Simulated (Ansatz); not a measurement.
## Where Ti_Ca puts its levels in the gap of CaO (Fm-3m)

Charge states of Ti_Ca in CaO (Fm-3m), set against the band edges. Model: a cell of 54 host atoms with 1 Ca taken out and 1 Ti put in.

Method: place-levels on r2SCAN runs: charge-transition levels and formation energies with image-charge correction and potential alignment at the atomic sites; PAW set soft_1, in Ansatz 0.2.0.

## 1. Set-up

The cell holds 54 atoms: 26 Ca, 27 O and 1 Ti. Cell: a = 10.173 Å, b = 10.173 Å, c = 10.173 Å, α = 60.0°, β = 60.0°, γ = 60.0°. It derives from CaO (space group Fm-3m). Nearest the centre at fractional (0.667, 0.667, 0.333): Ti51 at 0.00 Å, O28 at 2.40 Å, O44 at 2.40 Å, O32 at 2.40 Å, O34 at 2.40 Å, O46 at 2.40 Å, O50 at 2.40 Å, Ca21 at 3.39 Å.

Screening for the image-charge correction: ε∞ = 3.85, ε0 = 16.67, computed on the host (DFPT, PBEsol, on the r2SCAN cell), and a cell off the functional's own equilibrium shifts the ionic part.

The cell's shortest repeat is 10.2 Å.

## 2. Charge states

A transition level is the Fermi level at which two charge states cost the same, so each charge needs its own total energy, at its own relaxed structure.

Each atom starts 0.05 Å or so off its site in a random direction: a symmetric start keeps its symmetry, and would miss off-centre moves and Jahn–Teller distortions. Forces are taken at one point at (¼, ¼, ¼). The cell holds 1 electron more than the neutral one, with a uniform background that keeps it neutral on the whole. The electron count is odd, so at least one spin is unpaired; this run locks the moment at 1 μB.

The sampling was tested on the host first: at the k-points planned (1x1x1 shifted 0.25 0.25 0.25) its energy lies 0.005 eV an atom from the dense-mesh value, under the bound of 0.02 eV set for this test; that bounds the host's error, not the defect's.

One state's input; the others differ in charge, spin, start and seed, and in occupations where the table says so.

Contents of qm1_M1.relax_smeared/input.yaml:

```yaml
crystal:
  lattice:
    - [0.0, 7.19307716, 7.19307716]
    - [7.19307716, 0.0, 7.19307716]
    - [7.19307716, 7.19307716, 0.0]
  atoms:
    - { symbol: Ca, position: [0.0, 0.0, 0.0] }
    - { symbol: O, position: [0.16666667, 0.16666667, 0.16666667] }
[... 6 atom lines left out ...]
    - { symbol: Ca, position: [0.0, 0.33333333, 0.33333333] }
[... 3 atom lines left out ...]
    - { symbol: Ca, position: [0.0, 0.66666667, 0.0] }
[... 1 atom line left out ...]
    - { symbol: Ca, position: [0.0, 0.66666667, 0.33333333] }
[... 5 atom lines left out ...]
    - { symbol: Ca, position: [0.33333333, 0.0, 0.33333333] }
[... 4 atom lines left out ...]
    - { symbol: O, position: [0.5, 0.5, 0.16666667] }
[... 1 atom line left out ...]
    - { symbol: O, position: [0.5, 0.5, 0.5] }
[... 3 atom lines left out ...]
    - { symbol: O, position: [0.5, 0.83333333, 0.16666667] }
    - { symbol: Ca, position: [0.33333333, 0.66666667, 0.33333333] }
    - { symbol: O, position: [0.5, 0.83333333, 0.5] }
    - { symbol: Ca, position: [0.33333333, 0.66666667, 0.66666667] }
[... 1 atom line left out ...]
    - { symbol: Ca, position: [0.66666667, 0.0, 0.0] }
[... 1 atom line left out ...]
    - { symbol: Ca, position: [0.66666667, 0.0, 0.33333333] }
[... 4 atom lines left out ...]
    - { symbol: O, position: [0.83333333, 0.5, 0.16666667] }
    - { symbol: Ca, position: [0.66666667, 0.33333333, 0.33333333] }
    - { symbol: O, position: [0.83333333, 0.5, 0.5] }
    - { symbol: Ca, position: [0.66666667, 0.33333333, 0.66666667] }
[... 1 atom line left out ...]
    - { symbol: Ca, position: [0.66666667, 0.66666667, 0.0] }
    - { symbol: O, position: [0.83333333, 0.83333333, 0.16666667] }
    - { symbol: Ti, position: [0.66666667, 0.66666667, 0.33333333], spin: 1.0 }
[... 1 atom line left out ...]
    - { symbol: Ca, position: [0.66666667, 0.66666667, 0.66666667] }
    - { symbol: O, position: [0.83333333, 0.83333333, 0.83333333] }
  host:
    repeats: [3, 3, 3]
    atoms:
      - { symbol: Ca, position: [0.0, 0.0, 0.0] }
      - { symbol: O, position: [0.5, 0.5, 0.5] }
total_charge: -1
basis:
  ecutwfc: 500
  xc_grid: 2
hamiltonian:
  xc: r2scan
  pseudopotentials: { kind: paw, azcp: { folder: soft_1 } }
kpoints:
  mp_grid: { grid: [1, 1, 1], shift: [0.25, 0.25, 0.25] }
magnetization:
  spin_polarized: true
  initial_magnetization: 1
  spin_locking: { lock_magnetization: hard }
scf:
  occupations: { method: fermi_dirac, width: 0.01 }
  max_iter: 60
output:
  forces: true
  charged_corrections:
    epsilon: 3.85
    static_epsilon: 16.67
    defect_position: [0.666667, 0.666667, 0.333333]
relax:
  f_tol: 0.02
  max_steps: 80
  random_displacement: { amplitude: 0.05, seed: 6067 }
checkpoint:
  write: "../qm1_M1.relax_smeared.run"
  compress: false
  write_wavefunctions: true
  write_every: 100000
```

Launch:

```sh
> ansatz run input.yaml --threads 4 --pin off --max-ram 15073MiB --backend cpu --events-out ev --progress --plain --runs-dir out
```

The relaxed structure is kept and the sampling changed to a 2×2×2 shifted mesh.

The run of this state that the levels use, under r2SCAN:

Contents of qm1_M1.point/input.yaml:

```yaml
crystal:
  checkpoint: "../qm1_M1.relax_smeared.run"
  host: checkpoint
total_charge: -1
basis:
  ecutwfc: 500
  xc_grid: 2
hamiltonian:
  xc: r2scan
  pseudopotentials: { kind: paw, azcp: { folder: soft_1 } }
kpoints:
  mp_grid: { grid: [2, 2, 2], shift: [0.5, 0.5, 0.5] }
magnetization:
  spin_polarized: true
  initial_magnetization: 1
  spin_locking: { lock_magnetization: hard }
scf:
  occupations: { method: fermi_dirac, width: 0.01 }
  max_iter: 60
output:
  forces: true
  eigenvalues: true
  charged_corrections:
    epsilon: 3.85
    static_epsilon: 16.67
    defect_position: [0.666667, 0.666667, 0.333333]
  eigenstates: { localisation: true }
  populations: true
  efg: {}
checkpoint:
  read: "../qm1_M1.relax_smeared.run"
  write: "../qm1_M1.point.run"
  compress: false
  write_wavefunctions: false
  write_every: 100000
```

Relaxations under r2SCAN at one point at (¼, ¼, ¼); times on 4 threads of Intel Xeon Platinum 8559C (Emerald Rapids), shared host:

| charge | moment (μB) | occupations | outcome | steps | largest displacement against the far atoms (Å) | time |
| --- | --- | --- | --- | --- | --- | --- |
| −1 | 1 | fixed | not converged | - | - | 2.9 min |
| −1 | 1 | fermi-dirac | converged | 5 | 0.04 | 4.7 min |
| −1 | 3 | fixed | converged | 5 | 0.04 | 2.3 min |
| 0 | 0 | fixed | not converged | - | - | 50 s |
| 0 | 0 | fermi-dirac | converged | 10 | 0.35 | 2.7 min |
| 0 | 2 | fixed | converged | 6 | 0.14 | 3.8 min |
| +1 | 1 | fixed | converged | 10 | 0.36 | 4.8 min |
| +2 | 0 | fixed | converged | 6 | 0.34 | 77 s |

Single points under r2SCAN at a 2×2×2 shifted mesh; times on 4 threads of Intel Xeon Platinum 8559C (Emerald Rapids), shared host:

| charge | moment (μB) | occupations | outcome | time |
| --- | --- | --- | --- | --- |
| −1 | 1 | fermi-dirac | converged | 2.8 min |
| −1 | 3 | fermi-dirac | converged | 2.6 min |
| 0 | 0 | fermi-dirac | converged | 77 s |
| 0 | 2 | fermi-dirac | converged | 3.5 min |
| +1 | 1 | fermi-dirac | converged | 2.4 min |
| +2 | 0 | fermi-dirac | converged | 62 s |

Distances (Å) from Ti51 to the nearest atoms after relaxation with r2SCAN:

| charge | moment (μB) | 1. | 2. | 3. | 4. | 5. | 6. |
| --- | --- | --- | --- | --- | --- | --- | --- |
| −1 | 1 | O 2.35 | O 2.35 | O 2.36 | O 2.36 | O 2.36 | O 2.36 |
| −1 | 3 | O 2.38 | O 2.38 | O 2.38 | O 2.38 | O 2.38 | O 2.38 |
| 0 | 0 | O 2.05 | O 2.05 | O 2.36 | O 2.36 | O 2.36 | O 2.36 |
| 0 | 2 | O 2.26 | O 2.26 | O 2.26 | O 2.26 | O 2.39 | O 2.39 |
| +1 | 1 | O 2.04 | O 2.04 | O 2.25 | O 2.25 | O 2.25 | O 2.25 |
| +2 | 0 | O 2.05 | O 2.06 | O 2.06 | O 2.06 | O 2.06 | O 2.06 |

## 3. Levels against the band edges, r2SCAN

A charged cell interacts with its images and the background, and its potential has another zero than the host's. place-levels removes the first by a point-charge model, screened by the static dielectric constant since the ions have relaxed around the charge, and the second by comparing potentials at atoms far from the defect.

The host is a run of the defect-free crystal in the same cutoffs, grids and k-points, so that basis and sampling errors cancel in part in the differences. The host is run in a cell of 2 atoms on a matching mesh. Its band edges are searched through the zone by a band path, so the gap is smaller than, or equal to, that on the mesh. Chemical potentials are energies per atom of Ca (fcc) and Ti (hcp), run with the same functional and cutoff.

Contents of levels.point.yaml:

```yaml
host:
  run: host.point.run
states: [qm1_M1.point.run, qm1_M3.point.run, q0.point.run, q0_M2.point.run, qp1_M1.point.run, qp2.point.run]
geometry_from:
  qm1_M1.point.run: qm1_M1.relax_smeared.run
  qm1_M3.point.run: qm1_M3.relax.run
  q0.point.run: q0.relax_smeared.run
  q0_M2.point.run: q0_M2.relax.run
  qp1_M1.point.run: qp1_M1.relax.run
  qp2.point.run: qp2.relax.run
chemical_potentials:
  Ca:
    energy: -1821.671293
    dataset: <sha256 of the dataset>
  Ti:
    energy: -2504.373567
    dataset: <sha256 of the dataset>
epsilon: 3.85
static_epsilon: 16.67
vertical:
  - { from: qm1_M1.point.run, to: qm1_M1.point_neutral.run }
  - { from: qm1_M3.point.run, to: qm1_M3.point_neutral.run }
  - { from: qp1_M1.point.run, to: qp1_M1.point_neutral.run }
  - { from: qp2.point.run, to: qp2.point_neutral.run }
```

Launch:

```sh
> ansatz place-levels levels.point.yaml -- --threads 4 --pin off --max-ram 15073MiB
```

Numbers of over 12 decimals in the logs are rounded to 6 here.

The program printed:

```text
[... repeated set-up lines and file paths are left out, and long positions are rounded to six places ...]
(+2/+1) 2.615 eV above the valence edge, 1.582 eV under the conduction edge
(+1/0) 3.493 eV above the valence edge, 0.704 eV under the conduction edge
(0/-1) 4.172 eV above the valence edge, 0.025 eV under the conduction edge
formation energy of charge +2: -4.051 eV with the Fermi level at the valence edge
formation energy of charge +1: -1.435 eV with the Fermi level at the valence edge
formation energy of charge 0: +2.058 eV with the Fermi level at the valence edge
formation energy of charge -1: +6.231 eV with the Fermi level at the valence edge
vertical -1 to 0: no energy, since no alignment is typed
  the change from vertical[0].from (qm1_M1.point.run) to vertical[0].to (qm1_M1.point_neutral.run): by its spins about the atoms it stands at 0.667 0.667 0.333, with an rms radius of about 0.0 Å (0.0 0.0 0.0 Å across the planes of the cell's vectors); [...]
vertical -1 to 0: no energy, since no alignment is typed
  the change from vertical[1].from (qm1_M3.point.run) to vertical[1].to (qm1_M3.point_neutral.run): by its potential at epsilon 3.85 it stands at 0.667 0.666 0.333, with an rms radius of about 2.3 Å (1.3 1.3 1.3 Å across the planes of the cell's vectors); [...]
vertical +1 to 0: no energy, since no alignment is typed
  the change from vertical[2].from (qp1_M1.point.run) to vertical[2].to (qp1_M1.point_neutral.run): by its potential at epsilon 3.85 it stands at 0.667 0.666 0.334, with an rms radius of about 4.6 Å (2.7 2.7 2.6 Å across the planes of the cell's vectors); [...]
vertical +2 to 0: no energy, since no alignment is typed
  the change from vertical[3].from (qp2.point.run) to vertical[3].to (qp2.point_neutral.run): by its potential at epsilon 3.85 it stands at 0.666 0.666 0.334, with an rms radius of about 4.2 Å (2.4 2.4 2.4 Å across the planes of the cell's vectors); [...]
  edges by r2scan, gap 4.197 eV; the host is sampled to repeats of 20.35 Å
  the defect's cells are sampled to repeats of 20.35 Å, like sampling
  charge +2: -65342.1576 eV with its correction of +0.595 eV, at epsilon 16.67, aligned at sites: +0.0224 eV, mean over 21 atomic sites at or beyond 5.09 Å from the defect at [0.6667, 0.6667, 0.3333], with +0.000000 for the charge's moments and without [...]
  charge +1: -65332.1052 eV with its correction of +0.149 eV, at epsilon 16.67, aligned at sites: +0.0117 eV, mean over 21 atomic sites at or beyond 5.09 Å from the defect at [0.6667, 0.6667, 0.3333], with +0.000000 for the charge's moments and without [...]
  charge 0: +0.000 eV for its dipole among its images, +0.000 omitted
  charge -1: -65309.5654 eV with its correction of +0.122 eV, at epsilon 16.67, aligned at sites: +0.0154 eV, mean over 21 atomic sites at or beyond 5.09 Å from the defect at [0.6667, 0.6667, 0.3333], with +0.000000 for the charge's moments and without [...]
  charge 0: states[2] (q0.point.run) stands 0.878 eV higher, with a moment of 0.00 μB against 2.00
  states[2] (q0.point.run): levels filled in part (TS 0.003 eV): its energy is of no whole electron's
  charge -1: states[0] (qm1_M1.point.run) stands 0.342 eV higher, with a moment of 1.00 μB against 3.00
  of states[5] (qp2.point.run): it parts from the run at its places by a charge that spreads by about 2.4 Å along one vector (1.4 Å or more is wide), by its potential at epsilon 3.85, taken for that of held ions (one typed too small widens it), where the cell [...]
  of states[4] (qp1_M1.point.run): it parts from the run at its places by a charge that spreads by about 2.7 Å along one vector (1.4 Å or more is wide), by its potential at epsilon 3.85, taken for that of held ions (one typed too small widens it), where the [...]
  of states[3] (q0_M2.point.run): its alignment with the host at atomic sites is doubtful: the cell is too small to show whether the defect's potential has decayed: take a larger one; stability_check_not_made
  of states[1] (qm1_M3.point.run): its alignment with the host at atomic sites is doubtful: the cell is too small to show whether the defect's potential has decayed: take a larger one; stability_check_not_made
  of states[2] (q0.point.run): its alignment with the host at atomic sites is doubtful: the cell is too small to show whether the defect's potential has decayed: take a larger one
  of states[0] (qm1_M1.point.run): its alignment with the host at atomic sites is doubtful: the cell is too small to show whether the defect's potential has decayed: take a larger one; [...]
  of vertical[0].from (qm1_M1.point.run): stability_check_not_made
  vertical[0].to (qm1_M1.point_neutral.run): levels filled in part (TS 0.014 eV): its energy is of no whole electron's
  of vertical[1].from (qm1_M3.point.run): stability_check_not_made
  vertical[1].to (qm1_M3.point_neutral.run): levels filled in part (TS 0.013 eV): its energy is of no whole electron's
  of vertical[2].from (qp1_M1.point.run): stability_check_not_made; [...]
  vertical[2].to (qp1_M1.point_neutral.run): levels filled in part (TS 0.011 eV): its energy is of no whole electron's
  of vertical[3].from (qp2.point.run): it parts from the run at its places by a charge that spreads by about 2.4 Å along one vector (1.4 Å or more is wide), by its potential at epsilon 3.85, taken for that of held ions (one typed too small widens it), where [...]
  vertical[3].to (qp2.point_neutral.run): levels filled in part (TS 0.007 eV): its energy is of no whole electron's
```

Wall time 0.51 s (4 threads of Intel Xeon Platinum 8559C (Emerald Rapids), shared host).

Levels between the charges placed, in eV above the valence top:

|  | gap (eV) | (+2/+1) | (+1/0) | (0/−1) |
| --- | --- | --- | --- | --- |
| r2SCAN | 4.20 | 2.62 | 3.49 | 4.17 |

Corrections by state:

| charge | moment (μB) | image terms and alignment (eV) | band filling (eV) | ε used | over the lowest of its charge, as the program ranks them, band filling apart (eV) |
| --- | --- | --- | --- | --- | --- |
| +2 | 0.0 | 0.595 | - | 16.67 | 0.000 |
| +1 | 1.0 | 0.149 | - | 16.67 | 0.000 |
| 0 | 2.0 | 0.000 | - | - | 0.000 |
| −1 | 3.0 | 0.122 | - | 16.67 | 0.000 |
| 0 | 0.0 | 0.000 | - | - | 0.878 |
| −1 | 1.0 | 0.083 | - | 16.67 | 0.342 |

The charged structures listed were also run neutral, and place-levels reads from each pair, by the potential or the spins, how wide the charge is by which they differ; that can be the carrier of either run.

| charge | rms radius (Å) | spread where it is widest against the cell (Å) | wide from (Å) | reading |
| --- | --- | --- | --- | --- |
| +2 | 4.2 | 2.41 | 1.44 | wide |
| +1 | 4.6 | 2.66 | 1.44 | wide |
| −1 | 2.3 | 1.35 | 1.44 | narrow |

The neutral runs of these pairs need not share the spin of the lowest neutral state, and very wide values only mean spread over the cell.

From the program's caveats on the states, each cut to its opening words:

- charge +2: it parts from the run at its places by a charge that spreads by about 2.4 Å along one vector (1.4 Å or more is wide), by its potential at epsilon 3.85, taken [...]
- charge +2, +1 (1 μB), 0 (2 μB), −1 (3 μB), 0, −1 (1 μB): its alignment with the host at atomic sites is doubtful: the cell is too small to show whether the defect's potential has decayed: take a larger one
- charge +1 (1 μB): it parts from the run at its places by a charge that spreads by about 2.7 Å along one vector (1.4 Å or more is wide), by its potential at epsilon 3.85, taken [...]
- charge +1 (1 μB), 0 (2 μB), −1 (3 μB), −1 (1 μB): flagged: stability check not made
- charge −1 (1 μB): the host's ions (past the first shell or, of a walk that freed a part, those that it held) aren't shown at rest: they stand up to 0.044 Å off their sites, 0.84 [...]

Chemical potentials of the elements' reference phases, run alike. Formation energies (elemental references), with the Fermi level at the valence top and at the conduction bottom (gap 4.20 eV):

| charge | at valence top (eV) | at conduction bottom (eV) | correction included (eV) |
| --- | --- | --- | --- |
| +2 | -4.05 | 4.34 | 0.60 |
| +1 | -1.44 | 2.76 | 0.15 |
| 0 | 2.06 | 2.06 | 0.00 |
| −1 | 6.23 | 2.03 | 0.12 |

```csv
Fermi level (eV),lowest formation energy (eV)
0.00,-4.05
0.38,-3.29
0.76,-2.53
1.14,-1.76
1.53,-1.00
1.91,-0.24
2.29,0.53
2.67,1.24
3.05,1.62
3.43,2.00
3.82,2.06
4.20,2.03
```

## 4. Outcome

```json
{"gap of the host": "4.20 eV (r2SCAN)", "level (plus 2/plus 1)": "2.62 eV above the valence top", "level (plus 1/0)": "3.49 eV above the valence top", "level (0/minus 1)": "4.17 eV above the valence top", "lowest of the charges placed, just above the valence top (0.02 eV)": "+2", "lowest of the charges placed, just below the conduction bottom (0.02 eV)": "−1", "lowest formation energy at mid-gap of the charges run, elemental references": "0.15 eV"}
```

In words: Of the charges placed (−1, 0, +1 and +2), the lowest changes at 2.62 eV (+2/+1), 3.49 eV (+1/0) and 4.17 eV (0/−1) above the valence top, in a gap of 4.20 eV. (0/−1) lies nearer to a band edge than the share of the finite-size correction in it (0.12 eV), and that correction holds for a localised charge alone. (0/−1) lies 0.02 eV from a band edge, less than the doubt on such levels. Charges above +2 and below −1 were not placed, so these runs say nothing of levels that involve them. States placed: +2 at 0 μB; +1 at 1 μB; 0 at 2 μB and 0 μB; −1 at 3 μB and 1 μB. Other spin states or structures, where not listed, weren't placed. Ti is taken at its element; compounds, which aren't counted here, bound the chemical potentials and would shift these formation energies. The program doubts the alignment of potentials for at least one state, a sign that the cell is small. What this leaves open: r2SCAN makes the gap too small and tends to spread out bound carriers; where a gas molecule sets a chemical potential or the host's formation energy, its binding is uncorrected; force components of up to 0.15 eV/Å remain in a run at the final settings.

[Logs are printed without paths, hosts, clocks, repeated set-up lines and the standing remarks that a program may print on its own settings, such as how far it seeks lower states.]

[Hosts, paths, dates, database ids (printed as entryN), source tags and the programs' standing remarks are cut or masked in the printed files.]

[Where a table of states has a column of steps, it counts the stored structures, which are thinned; the runs took as many ionic steps or more.]

[A defect's name tells the site on which it was built; relaxed atoms can leave that site.]

[For some hosts the program warned that the k-mesh of the response run may be too coarse for force constants and the static dielectric constant; such warnings are not shown here.]
